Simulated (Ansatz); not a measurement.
# Lattice dynamics of GeF2 (model cell, started as rutile)

Aim: the phonons of GeF2 (model cell, started as rutile) at a cell relaxed beforehand at this level. After the zone centre comes a 2×2×4 q mesh on a 4×4×8 k mesh.

Program: Ansatz 0.2.0. Level of theory: DFT PBE, scalar-relativistic, plane waves, PAW. Results are calculated unless marked as measured.

The structure was built from a prototype and need not be the compound's stable phase.

## 1. Starting point

The structure is tetragonal, space group P4_2/mnm (No. 136). Conventional cell: a = 5.239 Å, b = 5.239 Å, c = 3.549 Å, α = 90.00°, β = 90.00°, γ = 90.00°. Nearest to Ge lie 6 F at 2.25 to 2.30 Å. Nearest to F lie 3 Ge at 2.25 to 2.30 Å. Farther neighbours and most contacts between anions are not listed.

## 2. Modes at Γ

The cell comes from relaxations at this level that are not shown. The zone centre comes first: it holds the modes that light can see, as far as symmetry allows. The response to a homogeneous field gives the Born charges and the dielectric tensor, and its change with displacement the Raman tensors.

input.yaml

```yaml
crystal:
  lattice:
    - [5.2390464767, 0.0, 0.0]
    - [0.0, 5.2390464767, 0.0]
    - [0.0, 0.0, 3.5488479333]
  atoms:
    - { symbol: Ge, position: [0.0, 0.0, 0.0] }
    - { symbol: Ge, position: [0.5, 0.5, 0.5] }
    - { symbol: F, position: [0.3030272295, 0.3030272295, 0.0] }
    - { symbol: F, position: [0.6969727705, 0.6969727705, 0.0] }
    - { symbol: F, position: [0.8030272295, 0.1969727705, 0.5] }
    - { symbol: F, position: [0.1969727705, 0.8030272295, 0.5] }
kpoints:
  mp_grid: { grid: [4, 4, 8] }
hamiltonian:
  xc: pbe
scf:
  occupations: { method: fixed }
output:
  eigenvalues: true
phonons:
  method: dfpt
  dielectric: true
  rigid_motions: translations
  raman: true
```

Command:

```console
$ ansatz run input.yaml --threads 8 --pin off --max-ram 14336MiB --backend cpu --events-out ev --progress --plain --runs-dir out
```

Numbers of over 12 decimals in the logs are rounded to 6 here.

The log of the run:

```text
Engine: ansatz 0.2.0, aarch64-unknown-linux-gnu
Pseudopotentials: kind: paw
Pseudopotential: Ge, paw, valence charge 14, recommended cutoff 420 eV (normal), Ge.paw.azcp
Pseudopotential: F, paw, valence charge 7, recommended cutoff 420 eV (normal), F.paw.azcp
Functional definition: PBE
  parameter kappa = 0.804
  parameter beta = 0.066725
  exchange = pbe_x(kappa = kappa, mu = beta*pi^2/3)
  correlation = pbe_c(beta = beta)
Crystal: 6 atoms, lattice volume = 97.407 Å³
Basis set: ecut = 420 eV, 1915 PW (Γ), exchange–correlation on 72×72×48 points (8 copies of the dense FFT grid, shifted against one another)
Bands: 34, of which v1, the nominal top of the filled ones, is band 28 counted from 1 (27 counted from 0)
Symmetry: 16 space group operations
k-points: 68 of 128 (irreducible under 1 space group operation, time reversal used)
Non-local potential: Ge, projectors of the file, l = 0: 2, l = 1: 2, l = 2: 3, l = 3: 1
Non-local potential: F, projectors of the file, l = 0: 2, l = 1: 2, l = 2: 1
PAW form: soft (Blöchl's): semilocal exchange-correlation on the pseudo side does not see the compensation charge
PAW one-centre angular grid: Ge, 590 points (default); XC on 64 Gauss nodes
PAW one-centre angular grid: F, 110 points (default); XC on 64 Gauss nodes
Initial density: superposition of atomic densities (neutral atoms: chi_scale 0, normalization atom), corrected by the library's trained network
Initial wavefunctions: pseudopotential atomic-orbital guess
Functional: x = pbe(κ = 0.804, μ = 0.219515), c = pbe(β = 0.066725)
SCF iter   1: F=—  HF=-11823.999551 eV  |F-HF|=—  |Δ(HF+E_count)|=         —  Δρ=2.88e-3  dr2=2.74e-3  ethr=1.77e-3  ⟨swp⟩=4.0  Hψ=8084  notcnv=0  defer=187
preconditioner: auto → Resta (q_TF=auto, 2.488 Å⁻¹)  ε∞=3.2  [insulator: Δε(μ)=3.017 eV  Ē_g=19.014 eV  n_scr=30 (ndim 8)  ℏωp=28.2 eV  f_vac=0.196  ε∞_Penn≈3.2]
SCF iter   2: F=—  HF=-11823.999347 eV  |F-HF|=—  |Δ(HF+E_count)|=   2.04e-4  Δρ=1.48e-3  dr2=5.01e-4  ethr=4.89e-6  ⟨swp⟩=2.0  Hψ=4897  notcnv=0  defer=271
SCF iter   3: F=—  HF=-11823.999606 eV  |F-HF|=—  |Δ(HF+E_count)|=   2.59e-4  Δρ=6.56e-4  dr2=1.28e-4  ethr=8.94e-7  ⟨swp⟩=2.0  Hψ=4209  notcnv=0  defer=258
SCF iter   4: F=—  HF=-11823.999772 eV  |F-HF|=—  |Δ(HF+E_count)|=   1.66e-4  Δρ=8.16e-5  dr2=5.20e-6  ethr=2.28e-7  ⟨swp⟩=2.0  Hψ=3283  notcnv=0  defer=253
SCF iter   5: F=—  HF=-11823.999784 eV  |F-HF|=—  |Δ(HF+E_count)|=   1.20e-5  Δρ=5.19e-5  dr2=1.54e-6  ethr=9.29e-9  ⟨swp⟩=2.0  Hψ=4104  notcnv=0  defer=112
SCF iter   6: F=—  HF=-11823.999782 eV  |F-HF|=—  |Δ(HF+E_count)|=   1.55e-6  Δρ=1.40e-5  dr2=1.94e-7  ethr=2.76e-9  ⟨swp⟩=2.0  Hψ=4104  notcnv=0  defer=112
SCF iter   7: F=—  HF=-11823.999783 eV  |F-HF|=—  |Δ(HF+E_count)|=   1.30e-7  Δρ=4.77e-6  dr2=1.50e-8  ethr=3.46e-10  ⟨swp⟩=2.0  Hψ=4104  notcnv=0  defer=112
SCF iter   8: F=—  HF=-11823.999783 eV  |F-HF|=—  |Δ(HF+E_count)|=   4.34e-9  Δρ=5.68e-7  dr2=2.98e-10  ethr=2.68e-11  ⟨swp⟩=2.0  Hψ=4104  notcnv=0  defer=112
SCF iter   9: F=-11823.999783 eV  HF=-11823.999783 eV  |F-HF|=3.64e-12  |Δ(HF+E_count)|=  3.31e-10  Δρ=6.19e-8  dr2=3.15e-12  ethr=1.00e-12  ⟨swp⟩=10.9  Hψ=12201  notcnv=0
SCF 1 converged in 9 iterations: F = -11823.999783 eV  dr2 = 3.15e-12
  greatest PAW one-centre occupation: 0.999 electrons in one spin orbital (limit 2), on the Ge atom at site 1 (counted from 0), in its partial waves of l = 2
DFPT response loops at Γ: preconditioner auto → none (the input reference at scf.mixing.eps_inf says where Resta's filter doesn't serve); β = 0.50; Broyden in place of MSR1
── the response to a field inside a basis, on 8×8×12 k-points: an SCF that follows is theirs, and a resumed run solves both again ──
Bands: 29, of which v1, the nominal top of the filled ones, is band 28 counted from 1 (27 counted from 0)
k-points: 60 of 768
Initial density: handed on by an earlier stage of this run
Initial wavefunctions: pseudopotential atomic-orbital guess (no wavefunctions were taken with the density)
Eigensolver: Dense (60 Hₖ)
SCF iter   1: F=—  HF=-11823.948243 eV  |F-HF|=—  |Δ(HF+E_count)|=         —  Δρ=4.92e-4  dr2=6.36e-5  ethr=1.00e-1
preconditioner: auto → Resta (q_TF=auto, 2.488 Å⁻¹)  ε∞=3.6  [insulator: Δε(μ)=3.087 eV  Ē_g=17.566 eV  n_scr=30 (ndim 8)  ℏωp=28.2 eV  f_vac=0.196  ε∞_Penn≈3.6]
SCF iter   2: F=—  HF=-11823.948245 eV  |F-HF|=—  |Δ(HF+E_count)|=   1.94e-6  Δρ=1.65e-4  dr2=2.06e-5  ethr=1.14e-7
SCF iter   3: F=—  HF=-11823.948248 eV  |F-HF|=—  |Δ(HF+E_count)|=   2.87e-6  Δρ=9.73e-5  dr2=3.22e-6  ethr=3.68e-8
SCF iter   4: F=—  HF=-11823.948250 eV  |F-HF|=—  |Δ(HF+E_count)|=   1.53e-6  Δρ=6.54e-6  dr2=3.81e-8  ethr=5.76e-9
SCF iter   5: F=—  HF=-11823.948250 eV  |F-HF|=—  |Δ(HF+E_count)|=   3.83e-8  Δρ=2.53e-6  dr2=4.97e-9  ethr=6.81e-11
SCF iter   6: F=—  HF=-11823.948250 eV  |F-HF|=—  |Δ(HF+E_count)|=   1.22e-9  Δρ=9.24e-7  dr2=9.86e-10  ethr=8.88e-12
SCF iter   7: F=-11823.948250 eV  HF=-11823.948250 eV  |F-HF|=6.55e-11  |Δ(HF+E_count)|=  8.44e-10  Δρ=1.58e-7  dr2=4.57e-11  ethr=1.76e-12
SCF 1 converged in 7 iterations: F = -11823.948250 eV  dr2 = 4.57e-11
DFPT response loops at Γ: mixed as the last ones told, above
DFPT response loops at Γ: mixed as the last ones told, above
SCF converged after 9 iterations
Free energy (F): -11823.999783 eV
Harris-Foulkes:  -11823.999783 eV  (|F-HF|=3.64e-12)
Internal energy: -11823.999783 eV  (E = F + TS)
E sigma→0 (E₀):  -11823.999783 eV
Fermi energy:    3.679640 eV
--- Per-component energies (eV) ---
  E_band       = -569.699933
  E_kinetic    = 1037.305452
  E_local      = -7550.890682  (includes V_loc(G=0)·N_el)
  E_nonlocal   = 1114.553237
  E_hartree    = 3109.363694
  E_xc         = -468.051776
  E_vxc        = -534.149232  (∫ρ·V_xc dr)
  E_paw        = -4822.533026  (= ΣΔE_a)
  E_vpaw       = -855.255109  (= ΣTr[D̂ρ^β])
  E_aug_tail   = 0.008984  (compensation charges beyond the density's cutoff)
  E_ewald      = -4243.755665
  E_smearing   = -0.000000  (= −TS)
  E_closure    = 0.000000  (closes the sum)
  Σ components = -11823.999783   (vs F -11823.999783, Δ=0.00e0)
--- Band table (eV; the first three rows and the last of 68) ---
  k-point 0: bands = [... 24 lower, 0.5357, 0.5357, 0.8124, 3.5855, 6.6807, 6.6807, 9.3442, 9.8682, ... 2 higher]
  k-point 1: bands = [... 24 lower, 0.5177, 0.5797, 0.7730, 3.6408, 6.9965, 6.9965, 8.9662, 9.8610, ... 2 higher]
  k-point 2: bands = [... 24 lower, 0.4537, 0.6556, 1.4938, 3.6796, 7.7614, 7.7614, 8.3885, 9.5842, ... 2 higher]
  k-point 67: bands = [... 24 lower, 0.4925, 0.4925, 2.4900, 2.4900, 8.5352, 8.5352, 8.8052, 8.8052, ... 2 higher]
--- Phonons (Γ-DFPT): 4 representative perturbations + reference, on 68 of 128 k-points (Σ response iterations 15) ---
  k mesh reduced under 1 symmetry operation, with k and −k counted as one. Each operation leaves every solved perturbation unchanged. A smaller set is not considered because the run solves the response to a homogeneous field
  ASR residual: 3.506e-5 → 0.000e0 eV/Å²; symmetrization residual: 1.009e-5 eV/Å²
  ASR residual per site (eV/Å²): 3.51e-5 3.51e-5 8.65e-6 8.65e-6 8.65e-6 8.65e-6
  Γ frequencies (cm⁻¹): -192.42 -176.62 -176.62 -116.67 0.00 0.00 0.00 61.73 91.75 120.87 120.87 174.77 176.47 176.47 202.92 202.92 244.11 372.23
  ε∞ (high-frequency dielectric tensor):
        3.629657    -0.000000    -0.000000
       -0.000000     3.629657     0.000000
       -0.000000     0.000000     3.687921
  softest optical mode at Γ: -192.42 cm⁻¹; the repairs (sum rule, projections) moved no ω² at Γ by more than (1.68 cm⁻¹)²
  Born effective charges Z* (e; rows j = field, columns β = displacement):
    site 0:
         3.20803    0.59703   -0.00000
         0.59703    3.20803    0.00000
        -0.00000    0.00000    3.74207
    site 1:
         3.20803   -0.59703    0.00000
        -0.59703    3.20803    0.00000
        -0.00000    0.00000    3.74207
    site 2:
        -1.60401   -1.25587   -0.00000
        -1.25587   -1.60401    0.00000
        -0.00000   -0.00000   -1.87103
    site 3:
        -1.60401   -1.25587   -0.00000
        -1.25587   -1.60401    0.00000
        -0.00000   -0.00000   -1.87103
    site 4:
        -1.60401    1.25587    0.00000
         1.25587   -1.60401   -0.00000
         0.00000   -0.00000   -1.87103
    site 5:
        -1.60401    1.25587    0.00000
         1.25587   -1.60401   -0.00000
         0.00000   -0.00000   -1.87103
  Z* charge neutrality: 1.848e-3 e pre-enforcement
  solved inside a basis spanned on kpoints, on 8×8×12 k-points: ε∞ is read to err by 9.9e-3, Z* by 1.5e-2 e (field_mesh: kpoints solves on kpoints); Z* is corrected for what the basis lacks
  Raman tensors (in the event stream and the table raman_tensors.tsv): an entry may err by 3.8e-3 Å², one of the second-order susceptibility by 1.8e-18 pm/V (basis, points and sum rule); their sum over the sites missed zero by 8.882e-16 Å² ahead of its enforcement
  optical modes at Γ without the LO–TO term, one row a degenerate level:
      ω (cm⁻¹)  modes    IR ((D/Å)²/amu)  static Raman (Å⁴/amu)  depolarisation
       -192.42      1             0.0000                 0.0000               —
       -176.62      2            44.1064                 0.0000               —
       -116.67      1            25.9008                 0.0000               —
         61.73      1             0.0000                 0.0001           0.750
         91.75      1             0.0000                 0.0000               —
        120.87      2             9.4504                 0.0000               —
        174.77      1             0.0000                 0.0000               —
        176.47      2             0.0000                59.8649           0.750
        202.92      2             0.2895                 0.0000               —
        244.11      1             0.0000                70.5396           0.198
        372.23      1             0.0000                52.8582           0.750
  optical modes at Γ + LO–TO along q̂ = [1.0000, 0.0000, 0.0000]:
      ω (cm⁻¹)  modes    IR ((D/Å)²/amu)  static Raman (Å⁴/amu)  depolarisation
       -192.42      1             0.0000                 0.0000               —
       -176.62      1            22.0532                 0.0000               —
       -116.67      1            25.9008                 0.0000               —
         61.73      1             0.0000                 0.0001           0.750
         64.74      1             0.4487                 0.0000               —
         91.75      1             0.0000                 0.0000               —
        120.87      1             4.7252                 0.0000               —
        174.77      1             0.0000                 0.0000               —
        176.47      2             0.0000                59.8649           0.750
        201.81      1             0.0378                 0.0000               —
        202.92      1             0.1447                 0.0000               —
        244.11      1             0.0000                70.5396           0.198
        372.23      1             0.0000                52.8582           0.750
        376.95      1            26.4367                 0.0000               —
  optical modes at Γ + LO–TO along q̂ = [0.0000, 1.0000, 0.0000]:
      ω (cm⁻¹)  modes    IR ((D/Å)²/amu)  static Raman (Å⁴/amu)  depolarisation
       -192.42      1             0.0000                 0.0000               —
       -176.62      1            22.0532                 0.0000               —
       -116.67      1            25.9008                 0.0000               —
         61.73      1             0.0000                 0.0001           0.750
         64.74      1             0.4487                 0.0000               —
         91.75      1             0.0000                 0.0000               —
        120.87      1             4.7252                 0.0000               —
        174.77      1             0.0000                 0.0000               —
        176.47      2             0.0000                59.8649           0.750
        201.81      1             0.0378                 0.0000               —
        202.92      1             0.1447                 0.0000               —
        244.11      1             0.0000                70.5396           0.198
        372.23      1             0.0000                52.8582           0.750
        376.95      1            26.4367                 0.0000               —
  optical modes at Γ + LO–TO along q̂ = [0.0000, 0.0000, 1.0000]:
      ω (cm⁻¹)  modes    IR ((D/Å)²/amu)  static Raman (Å⁴/amu)  depolarisation
       -192.42      1             0.0000                 0.0000               —
       -176.62      2            44.1064                 0.0000               —
         61.73      1             0.0000                 0.0001           0.750
         91.75      1             0.0000                 0.0000               —
        120.87      2             9.4504                 0.0000               —
        174.77      1             0.0000                 0.0000               —
        176.47      2             0.0000                59.8649           0.750
        202.92      2             0.2895                 0.0000               —
        244.11      1             0.0000                70.5396           0.198
        372.23      1             0.0000                52.8582           0.750
        374.39      1            25.9008                 0.0000               —
```

Run time: 3.6 min. Hardware: 8 threads of Arm Neoverse V2, shared host; peak memory 2.9 GiB.

A gap read on the k-mesh alone can miss the band edges.

Numbers from this step:

* gap on the k-mesh: 3.001 eV
* volume per atom: 16.23 Å³
* sum-rule residual before enforcement: 3.51e-5 eV/Å²
* miss of the charge sum rule: 0.001848 e
* estimated error of the dielectric tensor: 0.009894
* estimated error of the Born charges: 0.01508 e
* point group: 4/mmm
* highest optical mode at the zone centre (no LO-TO term): 372.2 cm⁻¹
* lowest optical zone-centre mode: -192.4 cm⁻¹
* mean high-frequency dielectric constant: 3.649
* largest Born charge (third of the trace): 3.386 e
* top of the zone-centre spectrum with the field: 376.9 cm⁻¹

Without the LO-TO term. Patterns of degenerate modes are one choice out of their space. The modes at Γ (shares of kinetic energy by element, %) (negative means imaginary):

```csv
mode,frequency (cm⁻¹),symmetry,Ge %,F %
1,-192.4,B1u,31,69
2,-176.6,Eu,15,85
3,-176.6,Eu,15,85
4,-116.7,A2u,34,66
5,0.0,acoustic,66,34
6,0.0,acoustic,66,34
7,0.0,acoustic,66,34
8,61.7,B1g,0,100
9,91.8,B1u,69,31
10,120.9,Eu,26,74
11,120.9,Eu,26,74
12,174.8,A2g,0,100
13,176.5,Eg,0,100
14,176.5,Eg,0,100
15,202.9,Eu,93,7
16,202.9,Eu,93,7
17,244.1,A1g,0,100
18,372.2,B2g,0,100
```

Displacements in mode 1 (-192.4 cm⁻¹), the largest set to 1:
```
Ge1  0.00  0.00  0.49
Ge2  0.00  0.00 -0.49
F3   0.00  0.00  1.00
F4   0.00  0.00  1.00
F5   0.00  0.00 -1.00
F6   0.00  0.00 -1.00
```

Displacements in mode 13 (176.5 cm⁻¹), the largest set to 1:
```
Ge1  0.00  0.00  0.00
Ge2  0.00  0.00  0.00
F3   0.00  0.00 -0.28
F4   0.00  0.00  0.28
F5   0.00  0.00  1.00
F6   0.00  0.00 -1.00
```

Optical modes at the zone centre, without and with the macroscopic field of the longitudinal modes; each column is sorted by frequency, so a row need not hold one and the same mode. Modes with and without the field, by row:

```csv
rank among optical modes,no field (cm⁻¹),"q along (1, 0, 0) (cm⁻¹)","q along (0, 0, 1) (cm⁻¹)"
1,-192.4,-192.4,-192.4
2,-176.6,-176.6,-176.6
3,-176.6,-116.7,-176.6
4,-116.7,61.7,61.7
5,61.7,64.7,91.8
6,91.8,91.8,120.9
7,120.9,120.9,120.9
8,120.9,174.8,174.8
9,174.8,176.5,176.5
10,176.5,176.5,176.5
11,176.5,201.8,202.9
12,202.9,202.9,202.9
13,202.9,244.1,244.1
14,244.1,372.2,372.2
15,372.2,376.9,374.4
```

Born charge (rows field, columns displacement) (e), principal values of the symmetric part by kind of site:

```csv
atom,atoms with these values,low,middle,high,mean
Ge1,2,2.61,3.74,3.81,3.39
F3,4,-2.86,-1.87,-0.35,-1.69
```

In full for F3:

```
-1.60 -1.26  0.00
-1.26 -1.60  0.00
 0.00  0.00 -1.87
```

High-frequency dielectric tensor:

```
3.63 0.00 0.00
0.00 3.63 0.00
0.00 0.00 3.69
```

Transverse modes; imaginary modes are left out. Lines of the infrared spectrum (strongest = 100):

```csv
position (cm⁻¹),label,relative intensity
62,B1g,0.0
92,B1u,0.0
121,Eu,100
175,A2g,0.0
176,Eg,0.0
203,Eu,3.1
244,A1g,0.0
372,B2g,0.0
```

Activity x (w_L - w)^4 (n + 1)/w, 532 nm, 300 K; imaginary modes are left out; modes without the macroscopic field alone. Raman lines, with heights relative to the strongest:

```csv
position (cm⁻¹),label,relative intensity
62,B1g,0.0
92,B1u,0.0
121,Eu,0.0
175,A2g,0.0
176,Eg,100
203,Eu,0.0
244,A1g,70
372,B2g,28
```

Before it was imposed, the acoustic sum rule was missed by 3.5e-5 eV/Å² and the charge sum rule by 0.0018 e. Small misses are needed for a sound result but don't prove that mesh and cutoff are converged. The lowest optical mode is imaginary, 192.4i cm⁻¹, so the energy falls along it.

[end of part 1 of 2]

[Logs are printed without paths, hosts, clocks, repeated set-up lines and the standing remarks that a program may print on its own settings, such as how far it seeks lower states.]

[Hosts, paths, dates, database ids (printed as entryN), source tags and the programs' standing remarks are cut or masked in the printed files.]
